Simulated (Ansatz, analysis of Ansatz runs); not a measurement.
# CsLiBr2 (P4/nmm), nudged elastic band: Li_i hop between interstitial places (q = +1), part 2 of 2

Wanted: path and barrier of a jump of Li in CsLiBr2 (P4/nmm) at charge +1. The case: Li_i hop between interstitial places, in a cell of 64 host atoms with 1 Li put in.

Ansatz 0.2.0; plane-wave PAW DFT, PBEsol; nudged elastic band between two relaxed defect structures at fixed charge in a uniform background.

So far: The structure; Relaxation of the start point, charge +1; Relaxation of the end point, charge +1.

**4. Nudged elastic band, charge +1**

5 movable images are laid between the ends on a pair-potential path, which keeps atoms from colliding in the first guess. Each image feels the true force across the path and a spring force along it. The highest image is set to climb to the top of the path.

This step: plane-wave PAW DFT, PBEsol; nudged elastic band between two relaxed defect structures at fixed charge in a uniform background.

The input, qp1.neb/input.yaml:

```yaml
crystal:
  lattice:
    - [10.21487051, 10.21487051, 0.0]
    - [-10.21487051, 10.21487051, 0.0]
    - [0.0, 0.0, 9.8110832]
  atoms:
    - { symbol: Cs, position: [0.12211825, 0.12227218, 0.29891773] }
    - { symbol: Cs, position: [0.36073858, 0.36097188, 0.27845857] }
    - { symbol: Cs, position: [0.12604751, 0.3759187, 0.6961016] }
    - { symbol: Cs, position: [0.37585334, 0.1260339, 0.6963997] }
    - { symbol: Li, position: [0.12188705, 0.37371257, 0.07883087] }
    - { symbol: Li, position: [0.37349041, 0.12213723, 0.07900466] }
    - { symbol: Li, position: [0.12469187, 0.12477937, 0.91298538] }
    - { symbol: Li, position: [0.37936515, 0.37949694, 0.90602328] }
    - { symbol: Br, position: [0.12617809, 0.12619682, 0.66087231] }
    - { symbol: Br, position: [0.39434668, 0.39462288, 0.64579849] }
    - { symbol: Br, position: [0.12093489, 0.37342797, 0.33221567] }
    - { symbol: Br, position: [0.3734247, 0.12115452, 0.33235621] }
    - { symbol: Br, position: [5.254e-05, 1.931e-05, 0.00032517] }
    - { symbol: Br, position: [0.25147677, 0.25184641, -0.01852635] }
    - { symbol: Br, position: [-0.00012449, 0.24898745, -9.917e-05] }
    - { symbol: Br, position: [0.24896556, 0.00021806, 0.00028908] }
    - { symbol: Cs, position: [0.12579701, 0.62403686, 0.30389711] }
    - { symbol: Cs, position: [0.37583497, 0.8739165, 0.30402001] }
    - { symbol: Cs, position: [0.12223033, 0.87776833, 0.70118919] }
    - { symbol: Cs, position: [0.36071526, 0.63907113, 0.72165276] }
    - { symbol: Li, position: [0.12462289, 0.87532972, 0.08724102] }
    - { symbol: Li, position: [0.37923362, 0.62054541, 0.09417688] }
    - { symbol: Li, position: [0.12188747, 0.62634796, 0.92119409] }
    - { symbol: Li, position: [0.37358246, 0.87806845, 0.92120711] }
    - { symbol: Br, position: [0.12093665, 0.62662233, 0.66782017] }
    - { symbol: Br, position: [0.37334955, 0.87881418, 0.66780092] }
    - { symbol: Br, position: [0.12612212, 0.87375496, 0.33930483] }
    - { symbol: Br, position: [0.39431966, 0.60557948, 0.35430807] }
    - { symbol: Br, position: [-0.00022205, 0.50002024, 1.225e-05] }
    - { symbol: Br, position: [0.25146299, 0.74852356, 0.01842651] }
    - { symbol: Br, position: [-0.000138, 0.75103209, 0.00020166] }
    - { symbol: Br, position: [0.25089043, 0.50014418, 4.16e-05] }
    - { symbol: Cs, position: [0.62391214, 0.12629011, 0.30406421] }
    - { symbol: Cs, position: [0.87371556, 0.37609872, 0.30394772] }
    - { symbol: Cs, position: [0.63887857, 0.36117766, 0.72186003] }
    - { symbol: Cs, position: [0.87774849, 0.12222547, 0.70124502] }
    - { symbol: Li, position: [0.62020437, 0.37955573, 0.09399915] }
    - { symbol: Li, position: [0.87524915, 0.12469445, 0.08716327] }
    - { symbol: Li, position: [0.6263892, 0.12233049, 0.92106568] }
    - { symbol: Li, position: [0.8778085, 0.37359024, 0.92110616] }
    - { symbol: Br, position: [0.62660323, 0.12125053, 0.66785957] }
    - { symbol: Br, position: [0.87879268, 0.37332839, 0.6677887] }
    - { symbol: Br, position: [0.60517485, 0.39470787, 0.35426172] }
    - { symbol: Br, position: [0.87355682, 0.12641089, 0.33922721] }
    - { symbol: Br, position: [0.49993589, 0.00014883, -0.00038412] }
    - { symbol: Br, position: [0.74813331, 0.25171852, 0.01852313] }
    - { symbol: Br, position: [0.49977617, 0.25112569, -3.962e-05] }
    - { symbol: Br, position: [0.75097607, 6.041e-05, 4.301e-05] }
    - { symbol: Cs, position: [0.63881104, 0.63918389, 0.27858158] }
    - { symbol: Cs, position: [0.87755718, 0.87795209, 0.2990235] }
    - { symbol: Cs, position: [0.6239878, 0.87409105, 0.69590518] }
    - { symbol: Cs, position: [0.87376646, 0.62394324, 0.69618283] }
    - { symbol: Li, position: [0.62605214, 0.87812585, 0.07866655] }
    - { symbol: Li, position: [0.8776251, 0.62651173, 0.0787879] }
    - { symbol: Li, position: [0.62018177, 0.62039301, 0.9063676] }
    - { symbol: Li, position: [0.87520603, 0.8753924, 0.91309545] }
    - { symbol: Br, position: [0.60514217, 0.60557552, 0.64594843] }
    - { symbol: Br, position: [0.8737025, 0.87371158, 0.66097982] }
    - { symbol: Br, position: [0.62649773, 0.87905623, 0.33201591] }
    - { symbol: Br, position: [0.87859848, 0.62679596, 0.33216692] }
    - { symbol: Br, position: [0.49972814, 0.49997142, 0.00019692] }
    - { symbol: Br, position: [0.74814195, 0.74838409, -0.01859634] }
    - { symbol: Br, position: [0.49978542, 0.74891602, 0.00027445] }
    - { symbol: Br, position: [0.74867759, 0.50000408, 0.00014004] }
    - { symbol: Li, position: [0.49970495, 0.49998868, 0.49999266] }
total_charge: 1
basis:
  ecutwfc: 420
  xc_grid: 2
hamiltonian:
  xc: pbesol
kpoints:
  mp_grid: { grid: [1, 1, 1], shift: [0.25, 0.25, 0.25] }
scf:
  occupations: { method: fixed }
  max_iter: 150
output:
  forces: true
neb:
  images: 5
  f_tol: 0.04
  climbing: true
  initial_path: idpp
  max_iterations: 45
  order_check: false
  final_atoms:
    - { symbol: Cs, position: [0.12589571, 0.12616531, 0.3034112] }
    - { symbol: Cs, position: [0.36096295, 0.38905876, 0.27849659] }
[... 1 atom line left out ...]
    - { symbol: Cs, position: [0.36092929, 0.11190371, 0.72136571] }
[... 3 atom lines left out ...]
    - { symbol: Li, position: [0.3791179, 0.37113281, 0.90570966] }
[... 1 atom line left out ...]
    - { symbol: Br, position: [0.39414749, 0.35610139, 0.6453092] }
[... 1 atom line left out ...]
    - { symbol: Br, position: [0.39420274, 0.14497849, 0.35437422] }
[... 15 atom lines left out ...]
    - { symbol: Br, position: [0.37390409, 0.62903619, 0.33307305] }
[... 4 atom lines left out ...]
    - { symbol: Cs, position: [0.6384895, 0.11202489, 0.27837671] }
[... 1 atom line left out ...]
    - { symbol: Cs, position: [0.63839224, 0.38917918, 0.72110892] }
[... 1 atom line left out ...]
    - { symbol: Li, position: [0.62010462, 0.37112357, 0.09393621] }
[... 5 atom lines left out ...]
    - { symbol: Br, position: [0.6051709, 0.35621303, 0.35439759] }
[... 13 atom lines left out ...]
    - { symbol: Br, position: [0.62569574, 0.62910938, 0.6665927] }
[... 7 atom lines left out ...]
    - { symbol: Li, position: [0.4997166, 0.25046406, 0.49976685] }
```

Run with:

```bash
ansatz run input.yaml --threads 32 --pin off --max-ram 84787MiB --backend cuda --events-out ev --progress --plain --runs-dir out --max-vram 78GiB
```

Numbers of over 12 decimals in the logs are rounded to 6 here.

Log:

```text
Warning: neb: disabling space-group detection — the band's intermediate images generally break the endpoint symmetry, so the full k-mesh is solved, and no spatial operation symmetrises the density, ex [...]
[...]
Crystal: 65 atoms, lattice volume = 2047.447 Å³
Basis set: ecut = 420 eV, 39949 PW (Γ), exchange–correlation on 200×200×144 points (8 copies of the dense FFT grid, shifted against one another)
Bands: 274, of which v1, the nominal top of the filled ones, is band 209 counted from 1 (208 counted from 0)
[...]
SCF iter   1: F=—  HF=-180503.869235 eV  |F-HF|=—  |Δ(HF+E_count)|=         —  Δρ=1.56e-3  dr2=8.07e-2  ethr=1.77e-3  ⟨swp⟩=8.0  Hψ=1043  notcnv=0  defer=62
[...]
SCF iter   2: F=—  HF=-180503.846355 eV  |F-HF|=—  |Δ(HF+E_count)|=   2.29e-2  Δρ=7.83e-4  dr2=1.72e-2  ethr=1.93e-5  ⟨swp⟩=6.0  Hψ=483  notcnv=0  defer=63
[...]
SCF iter   7: F=-180503.842578 eV  HF=-180503.842578 eV  |F-HF|=5.71e-8  |Δ(HF+E_count)|=   4.57e-7  Δρ=7.13e-7  dr2=2.10e-8  ethr=2.39e-11  ⟨swp⟩=4.0  Hψ=888  notcnv=0
SCF 1 converged in 7 iterations: F = -180503.842578 eV  dr2 = 2.10e-8
[...]
SCF 9 converged in 6 iterations: F = -180503.272942 eV  dr2 = 9.27e-8
[...]
SCF 10 converged in 7 iterations: F = -180503.085193 eV  dr2 = 1.18e-8
[...]
SCF 28 converged in 5 iterations: F = -180503.107942 eV  dr2 = 3.54e-8
[...]
SCF converged after 5 iterations
[...]
```

It took 16 s on 1 × NVIDIA GB200 with 32 threads of Arm Neoverse V2, shared host; peak memory 2.6 GiB; 56 s of CPU time.

Reading the cycles: dr2 is the Hartree energy of the density residual (eV), the measure of convergence; HF is the Harris–Foulkes estimate of the energy, which meets the free energy F at convergence.

Images along the path:

| image | path (Å) | energy (eV) | Li65: x, y, z (Å) |
| --- | --- | --- | --- |
| 0 | 0.000 | 0.0000 | -0.003, 10.212, 4.905 |
| 1 | 0.740 | 0.1710 | 0.304, 9.825, 4.837 |
| 2 | 1.481 | 0.5510 | 0.741, 9.379, 4.821 |
| 3 | 2.223 | 0.7350 | 1.247, 8.914, 4.849 |
| 4 | 2.961 | 0.5520 | 1.709, 8.410, 4.820 |
| 5 | 3.698 | 0.1730 | 2.152, 7.974, 4.835 |
| 6 | 4.435 | 0.0000 | 2.546, 7.663, 4.903 |

Read from the output:

```
free energy      : -180503.1079 eV
barrier forward  : 0.7346 eV
barrier backward : 0.7347 eV
end less start   : -1.07e-4 eV
hop length       : 3.605 Å
```

Track of the atom that was set to move:

| image | x (Å) | y (Å) | z (Å) | nearest neighbour | distance (Å) |
| --- | --- | --- | --- | --- | --- |
| 0 | -0.003 | 10.21 | 4.905 | Br | 2.584 |
| 1 | 0.304 | 9.825 | 4.837 | Br | 2.472 |
| 2 | 0.741 | 9.379 | 4.821 | Br | 2.353 |
| 3 | 1.247 | 8.914 | 4.849 | Br | 2.313 |
| 4 | 1.709 | 8.41 | 4.82 | Br | 2.353 |
| 5 | 2.152 | 7.974 | 4.835 | Br | 2.47 |
| 6 | 2.546 | 7.663 | 4.903 | Br | 2.585 |

The band met its tolerance of 0.04 eV/Å after 6 iterations, with image 3 on top (the start counts as 0). Li65, which moves farthest between the ends, has 4 Br at 2.58 Å nearest at the start and 2 Br at 2.31 Å at the top.

**5. Single point at the start point, PBEsol, denser k-mesh**

Three single points on a mesh of more k-points (start, top, end) test the sampling. The start is shown; top and end are run alike.

This step: plane-wave PAW DFT, PBEsol; single point of a defect supercell on a structure of the PBEsol path.

The input, qp1.start.mesh/input.yaml:

```yaml
crystal:
  lattice:
    - [10.21487051, 10.21487051, 0.0]
    - [-10.21487051, 10.21487051, 0.0]
    - [0.0, 0.0, 9.8110832]
  atoms:
    - { symbol: Cs, position: [0.12211825, 0.12227218, 0.29891773] }
    - { symbol: Cs, position: [0.36073858, 0.36097188, 0.27845857] }
[... 1 atom line left out ...]
    - { symbol: Cs, position: [0.37585334, 0.1260339, 0.6963997] }
[... 3 atom lines left out ...]
    - { symbol: Li, position: [0.37936515, 0.37949694, 0.90602328] }
[... 1 atom line left out ...]
    - { symbol: Br, position: [0.39434668, 0.39462288, 0.64579849] }
[... 1 atom line left out ...]
    - { symbol: Br, position: [0.3734247, 0.12115452, 0.33235621] }
[... 15 atom lines left out ...]
    - { symbol: Br, position: [0.39431966, 0.60557948, 0.35430807] }
[... 4 atom lines left out ...]
    - { symbol: Cs, position: [0.62391214, 0.12629011, 0.30406421] }
[... 1 atom line left out ...]
    - { symbol: Cs, position: [0.63887857, 0.36117766, 0.72186003] }
[... 1 atom line left out ...]
    - { symbol: Li, position: [0.62020437, 0.37955573, 0.09399915] }
[... 5 atom lines left out ...]
    - { symbol: Br, position: [0.60517485, 0.39470787, 0.35426172] }
[... 13 atom lines left out ...]
    - { symbol: Br, position: [0.60514217, 0.60557552, 0.64594843] }
[... 7 atom lines left out ...]
    - { symbol: Li, position: [0.49970495, 0.49998868, 0.49999266] }
total_charge: 1
basis:
  ecutwfc: 420
  xc_grid: 2
hamiltonian:
  xc: pbesol
kpoints:
  mp_grid: { grid: [2, 2, 2], shift: [0.5, 0.5, 0.5] }
scf:
  occupations: { method: fixed }
  max_iter: 150
output:
  forces: true
  eigenvalues: true
checkpoint:
  write: "../qp1.start.mesh.run"
  compress: false
  write_wavefunctions: false
  write_every: 100000
```

Log:

```text
[...]
Crystal: 65 atoms, lattice volume = 2047.447 Å³
Basis set: ecut = 420 eV, 39949 PW (Γ), exchange–correlation on 200×200×144 points (8 copies of the dense FFT grid, shifted against one another)
Bands: 274, of which v1, the nominal top of the filled ones, is band 209 counted from 1 (208 counted from 0)
[...]
SCF iter   1: F=—  HF=-180503.870965 eV  |F-HF|=—  |Δ(HF+E_count)|=         —  Δρ=1.55e-3  dr2=7.87e-2  ethr=1.77e-3  ⟨swp⟩=6.0  Hψ=4160  notcnv=0  defer=252
[...]
SCF iter   2: F=—  HF=-180503.846697 eV  |F-HF|=—  |Δ(HF+E_count)|=   2.43e-2  Δρ=7.91e-4  dr2=1.81e-2  ethr=1.88e-5  ⟨swp⟩=4.8  Hψ=2046  notcnv=0  defer=252
[...]
SCF iter   6: F=—  HF=-180503.842578 eV  |F-HF|=—  |Δ(HF+E_count)|=   4.91e-6  Δρ=2.28e-6  dr2=2.03e-7  ethr=6.15e-10  ⟨swp⟩=2.0  Hψ=1472  notcnv=0  defer=124
SCF iter   7: F=-180503.842578 eV  HF=-180503.842578 eV  |F-HF|=4.76e-8  |Δ(HF+E_count)|=   5.55e-7  Δρ=6.69e-7  dr2=1.85e-8  ethr=2.39e-11  ⟨swp⟩=22.0  Hψ=6747  notcnv=0
SCF 1 converged in 7 iterations: F = -180503.842578 eV  dr2 = 1.85e-8
[...]
SCF converged after 7 iterations
Free energy (F): -180503.842578 eV
[...]
Fermi energy:    2.210059 eV
[...]
```

It took 2.3 s on 1 × NVIDIA GB200 with 32 threads; peak memory 1.4 GiB.

Numbers from this step:

* free energy: -180503.8426 eV

**6. Barrier from single points, PBEsol, denser k-mesh**

Analysis of the runs above: barrier from PBEsol single points on the PBEsol path.

It gives:

```yaml
barrier_forward: 0.7347 eV
barrier_backward: 0.7348 eV
end_less_start: -9.61e-5 eV
```

This gives 0.735 eV against the band's 0.735 eV (backward 0.735 against 0.735 eV). This mesh holds only the band's own point and its sign variants, so it tests the average over those and no finer sampling.

**7. Single point at the start point, LDA**

Three single points with LDA show how much the barrier depends on that choice; lattice and path are kept. The start is shown; top and end are run alike.

This step: plane-wave PAW DFT, LDA; single point of a defect supercell on a structure of the PBEsol path.

qp1.start.lda/input.yaml, as its differences from qp1.start.mesh/input.yaml of step 5:

```diff
@@ -35,5 +35,5 @@
 hamiltonian:
-  xc: pbesol
+  xc: lda
 kpoints:
-  mp_grid: { grid: [2, 2, 2], shift: [0.5, 0.5, 0.5] }
+  mp_grid: { grid: [1, 1, 1], shift: [0.25, 0.25, 0.25] }
 scf:
@@ -45,3 +45,3 @@
 checkpoint:
-  write: "../qp1.start.mesh.run"
+  write: "../qp1.start.lda.run"
   compress: false
```

Log:

```text
[...]
Crystal: 65 atoms, lattice volume = 2047.447 Å³
Basis set: ecut = 420 eV, 39949 PW (Γ), exchange–correlation on 200×200×144 points (8 copies of the dense FFT grid, shifted against one another)
Bands: 274, of which v1, the nominal top of the filled ones, is band 209 counted from 1 (208 counted from 0)
[...]
k-points: 1
[...]
SCF iter   6: F=—  HF=-177823.340634 eV  |F-HF|=—  |Δ(HF+E_count)|=   9.58e-4  Δρ=5.72e-6  dr2=1.22e-6  ethr=3.08e-9  ⟨swp⟩=2.0  Hψ=434  notcnv=0  defer=31
SCF iter   7: F=-177823.340635 eV  HF=-177823.340635 eV  |F-HF|=1.09e-8  |Δ(HF+E_count)|=   1.84e-7  Δρ=1.11e-6  dr2=5.67e-8  ethr=2.39e-11  ⟨swp⟩=21.0  Hψ=1787  notcnv=0
SCF 1 converged in 7 iterations: F = -177823.340635 eV  dr2 = 5.67e-8
[...]
SCF converged after 7 iterations
Free energy (F): -177823.340635 eV
[...]
Fermi energy:    2.029681 eV
[...]
--- Forces (eV/Å), atoms counted from 1 ---
[...]
--- Band table (eV) ---
[...]
```

Wall time 2.3 s (1 × NVIDIA GB200 with 32 threads); peak memory 1.4 GiB; 4 s of CPU time.

Numbers from this step:

| Item | Value |
| --- | --- |
| free energy | -177823.3406 eV |

**8. Barrier from single points, LDA**

Analysis of the runs above: barrier from LDA single points on the PBEsol path.

It gives:

```yaml
barrier_forward: 0.6973 eV
barrier_backward: 0.6965 eV
end_less_start: 8.11e-4 eV
```

This gives 0.697 eV against the band's 0.735 eV.

**9. Single point at the start point, r2SCAN**

Three single points with a meta-GGA, at its higher cutoff of 500 eV, show what it does to the barrier on the path found. The start is shown; top and end are run alike.

This step: plane-wave PAW DFT, r2SCAN; single point of a defect supercell on a structure of the PBEsol path.

qp1.start.r2scan/input.yaml, as its differences from qp1.start.lda/input.yaml of step 7:

```diff
@@ -32,6 +32,6 @@
 basis:
-  ecutwfc: 420
+  ecutwfc: 500
   xc_grid: 2
 hamiltonian:
-  xc: lda
+  xc: r2scan
 kpoints:
@@ -45,3 +45,3 @@
 checkpoint:
-  write: "../qp1.start.lda.run"
+  write: "../qp1.start.r2scan.run"
   compress: false
```

Log:

```text
[...]
Crystal: 65 atoms, lattice volume = 2047.447 Å³
Basis set: ecut = 500 eV, 52011 PW (Γ), exchange–correlation on 216×216×144 points (8 copies of the dense FFT grid, shifted against one another)
Bands: 274, of which v1, the nominal top of the filled ones, is band 209 counted from 1 (208 counted from 0)
[...]
k-points: 1
[...]
SCF iter   6: F=—  HF=-183959.948710 eV  |F-HF|=—  |Δ(HF+E_count)|=   4.00e-6  Δρ=2.22e-6  dr2=1.52e-7  dr2_τ=1.02e-8  ethr=7.57e-10  ⟨swp⟩=2.0  Hψ=424  notcnv=0  defer=31
SCF iter   7: F=-183959.948710 eV  HF=-183959.948710 eV  |F-HF|=6.34e-9  |Δ(HF+E_count)|=   1.07e-7  Δρ=5.13e-7  dr2=1.09e-8  dr2_τ=3.46e-10  ethr=2.39e-11  ⟨swp⟩=22.0  Hψ=1644  notcnv=0
SCF 1 converged in 7 iterations: F = -183959.948710 eV  dr2 = 1.09e-8
[...]
SCF converged after 7 iterations
Free energy (F): -183959.948710 eV
[...]
Fermi energy:    1.948639 eV
[...]
--- Forces (eV/Å), atoms counted from 1 ---
[...]
--- Band table (eV) ---
[...]
```

Run time: 2.1 s. Hardware: 1 × NVIDIA GB200 with 32 threads; peak memory 1.7 GiB; 4.9 s of CPU time.

Read from the output:

| Property | Result |
| --- | --- |
| free energy | -183959.9487 eV |

**10. Barrier from single points, r2SCAN**

Analysis of the runs above: barrier from r2SCAN single points on the PBEsol path.

It gives:

- barrier forward: 0.7622 eV
- barrier backward: 0.7634 eV
- end less start: -0.001164 eV

This gives 0.762 eV against the band's 0.735 eV.

**11. What came out**

* barrier forward: 0.73 eV
* barrier backward: 0.73 eV
* end less start: 0.00 eV
* hop length: 3.60 Å
* band iterations, as the log counts them: 6
* barrier from single points, PBEsol, denser k-mesh: 0.73 eV
* barrier from single points, LDA: 0.70 eV
* barrier from single points, r2SCAN: 0.76 eV

In words: The top of the band lies 0.73 eV above the start and 0.73 eV above the end, which are alike in energy and neighbours. With an assumed prefactor of 1e13 per second it gives one hop a second along this one path at about 280 K; whether such hops link up through the crystal wasn't checked. At the top Li65 stands 2.31 Å from its nearest Br, 0.27 Å closer than at the start. Across functionals on this path (PBEsol 0.735, LDA 0.697 and r2SCAN 0.762 eV) the forward values spread by 0.065 eV. The order of the top as a saddle was not checked for all atoms, so a bent path could be lower. No image-charge correction is applied; it largely cancels along a path if the charge stays localised alike. Keep in mind: one k-point off the zone centre stands for the whole zone; spin–orbit coupling, which can matter with heavy atoms, is left out.

[Logs are printed without paths, hosts, clocks, repeated set-up lines and the standing remarks that a program may print on its own settings, such as how far it seeks lower states.]

[Hosts, paths, dates, database ids (printed as entryN), source tags and the programs' standing remarks are cut or masked in the printed files.]
